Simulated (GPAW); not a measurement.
# A Ge chain with an Au atom bridging one bond: transmission at several levels, part 2 of 2

How well does a Ge chain with an Au atom bridging one bond conduct at low bias, and how far do basis and functional move the answer?

GPAW 26.7.0; GPAW LCAO, PAW setups; Landauer transmission from Green's functions with principal layers (ASE), zero bias.

So far, transmission at the Fermi level (one spin): step 2 (GPAW, dzp, PBE, GPAW) 2.50; step 3 (basis szp(dzp), PBE, GPAW) 2.50; step 4 (basis sz(dzp), PBE, GPAW) 2.49; step 5 (revPBE) 2.49.

## Step 8: Mixing 0.25 (continued)

One spin. Table of transmission, zone mean by energy, zero at the Fermi level:

```
energy (eV)  transmission, zone mean
      -2.00                    0.954
      -1.85                    0.965
      -1.70                    0.971
      -1.60                    0.974
      -1.45                    0.977
      -1.30                    0.979
      -1.15                    0.980
      -1.05                     1.87
      -0.90                     1.96
      -0.75                     2.14
      -0.60                     2.28
      -0.50                     2.35
      -0.35                     2.42
      -0.20                     2.47
      -0.05                     2.50
       0.00                     2.50
       0.05                     2.51
       0.20                     2.52
       0.30                     2.52
       0.35                     2.52
       0.50                     2.51
       0.60                     2.50
       0.75                     2.48
       0.90                     2.45
       1.05                     2.40
       1.15                     2.35
       1.30                     2.24
       1.45                     2.09
       1.60                     1.96
       1.70                     1.92
       1.85                     2.02
       2.00                     2.21
```

Not self-consistent under bias; the bias window is split evenly. Current through one cell, from the zero-bias transmission against bias:

```csv
bias (V),"current through one cell, from the zero-bias transmission (μA)"
0.100,19.4
0.200,38.8
0.500,96.7
1.000,192
1.500,284
2.000,370
```

Table of transmission of the three most open eigenchannels by energy, zero at the Fermi level:

```csv
energy (eV),channel 1,channel 2,channel 3
-2.00,0.954,0,0
-1.85,0.965,0,0
-1.70,0.971,0,0
-1.60,0.974,0,0
-1.45,0.977,0,0
-1.30,0.979,0,0
-1.15,0.980,1.3e-9,3.4e-10
-1.05,0.976,0.794,0.0980
-0.90,0.975,0.798,0.188
-0.75,0.976,0.892,0.272
-0.60,0.975,0.929,0.372
-0.50,0.975,0.935,0.435
-0.35,0.975,0.936,0.511
-0.20,0.975,0.934,0.560
-0.05,0.975,0.934,0.588
0.00,0.975,0.934,0.594
0.05,0.975,0.934,0.598
0.20,0.975,0.934,0.606
0.35,0.975,0.934,0.607
0.50,0.975,0.934,0.602
0.60,0.975,0.933,0.595
0.75,0.975,0.933,0.577
0.90,0.975,0.934,0.544
1.05,0.975,0.936,0.489
1.15,0.975,0.937,0.437
1.30,0.975,0.941,0.325
1.45,0.976,0.944,0.175
1.60,0.976,0.946,0.0331
1.70,0.976,0.947,2.9e-4
1.85,0.976,0.948,0.0993
2.00,0.976,0.946,0.290
```

The conductance equals that of the dzp run to 0.2 %.

## Step 9: Another change of settings

A last run, with other settings again.

The input, run.py:

```python
import json
import numpy as np
from ase import Atoms
from ase.transport.calculators import TransportCalculator
from gpaw import GPAW, FermiDirac
from gpaw.lcao.tools import get_lcao_hamiltonian
from scipy.linalg import eigh

# The junction with lead layers at both ends, along the third cell vector
device = Atoms(
    ['Ge', 'Ge', 'Ge', 'Ge', 'Ge', 'Au', 'Ge', 'Ge', 'Ge', 'Ge', 'Ge'],
    positions=[
        [4.50000, 4.50000, 1.17500],
        [4.50000, 4.50000, 3.52500],
        [4.50000, 4.50000, 5.87500],
        [4.50000, 4.50000, 8.22500],
        [4.50000, 4.50000, 10.57500],
        [6.56547, 4.50000, 11.85000],
        [4.50000, 4.50000, 13.12500],
        [4.50000, 4.50000, 15.47500],
        [4.50000, 4.50000, 17.82500],
        [4.50000, 4.50000, 20.17500],
        [4.50000, 4.50000, 22.52500]],
    cell=[[9.0, 0.0, 0.0], [0.0, 9.0, 0.0], [0.0, 0.0, 23.7]],
    pbc=True)

# One principal layer of the lead: the first 3 atoms of the device
lead = Atoms(
    ['Ge', 'Ge', 'Ge'],
    positions=[
        [4.50000, 4.50000, 1.17500],
        [4.50000, 4.50000, 3.52500],
        [4.50000, 4.50000, 5.87500]],
    cell=[[9.0, 0.0, 0.0], [0.0, 9.0, 0.0], [0.0, 0.0, 7.05]],
    pbc=True)

settings = dict(mode='lcao', basis='dzp', xc='PBE', h=0.2,
                occupations=FermiDirac(0.1), maxiter=75,
                mixer=dict(beta=0.1, nmaxold=8, weight=100.0),
                convergence=dict(density=0.0001))
energies = np.arange(-2, 2 + 1e-9, 0.05)
eta = 0.0001
n1, n2 = 1, 1
# k and -k transmit alike, so half of the mesh across the current serves
mesh = [(i, j) for i in range(n1) for j in range(n2) if (i, j) <= (-i % n1, -j % n2)]
weights = np.array([1 if (i, j) == (-i % n1, -j % n2) else 2 for i, j in mesh]) / (n1 * n2)

# [... helper functions left out ...]
fermi_lead = ground_state(lead, (1, 1, 1), 'lead.txt')
fermi_device = ground_state(device, (1, 1, 3), 'device.txt')
# [... loop over the mesh left out, but for ...]
        # Shift the lead onto the potential of the device's first layer
        shift = ((H[:, 0, 0] - H0[:, 0, 0]) / S0[0, 0]).real.mean()
# [...]
kT = 8.617333e-5 * 77
bias = [0.1, 0.2, 0.5, 1.0, 1.5, 2.0]
# [... integrals and printing left out ...]
```

On the command line:

```bash
$ OMP_NUM_THREADS=1 OPENBLAS_NUM_THREADS=1 python run.py
```

Run time: 22 s. Hardware: 1 thread of Arm Neoverse V2, shared host; peak memory 0.8 GiB.

The run finished. A setting was moved off its sound value on purpose, so it serves as a test and not as the result.

The fault put into the input: one k-point along the lead (lead_nz = 1).

Side by side:

| quantity | this run | sound run | difference |
| --- | --- | --- | --- |
| conductance (G₀) | 2.4104 | 2.5024 | -0.0920 |
| largest coupling past the next principal layer (eV) | 8.874e-6 | 9.771e-6 | -9.0e-7 |
| largest misfit of the first principal layer (eV) | 0.22540 | 0.039510 | 0.186 |
| shift that aligns the lead (eV) | 1.9997 | 0.033548 | 1.97 |
| transmission at the Fermi level (one spin) | 2.4100 | 2.5025 | -0.0925 |

The two runs differ clearly in the shift that aligns the lead: 2.00 eV against 0.0335 eV.

## Step 10: Summary of results

```yaml
conductance: 2.50 G₀
transmission_at_the_fermi_level_mean_of_the_spins: 2.50
thermopower: about 0 (under 1.5 μV/K)
```

What this shows: In the dzp basis the junction conducts 2.50 G₀ at 77 K, with T = 2.50 a spin at the Fermi level; the sz basis reaches that conductance within 10 %. At the Fermi level the three most open eigenchannels pass 0.98, 0.93 and 0.59. Measured against the first run (dzp), the nearest curve is that of dzp-revPBE (r.m.s. 0.0086) and the farthest that of szp (0.14). Over the compared runs wall time goes from 15 s (sz) to 23 s (dzp), on a shared host. The geometry was built from estimated bond lengths and not relaxed, so the numbers describe this model structure. The run had no spin polarisation, so a magnetic state, which chains and small molecules with open shells often have, wasn't tested. Spin-orbit coupling is left out, which matters for the heavy atoms here. An evenly spaced straight chain is an idealisation: free chains tend to dimerise, zigzag or, where a band edge lies near the Fermi level, turn magnetic. The currents use the zero-bias T(E) throughout, which holds only while the bias is small against the distance to the nearest feature. The energy step is wider than the thermal energy, so the conductance and thermopower rest on interpolation of T(E).

[Logs are printed without paths, hosts, clocks, repeated set-up lines and the standing remarks that a program may print on its own settings, such as how far it seeks lower states.]

[Hosts, paths, dates, database ids (printed as entryN), source tags and the programs' standing remarks are cut or masked in the printed files.]
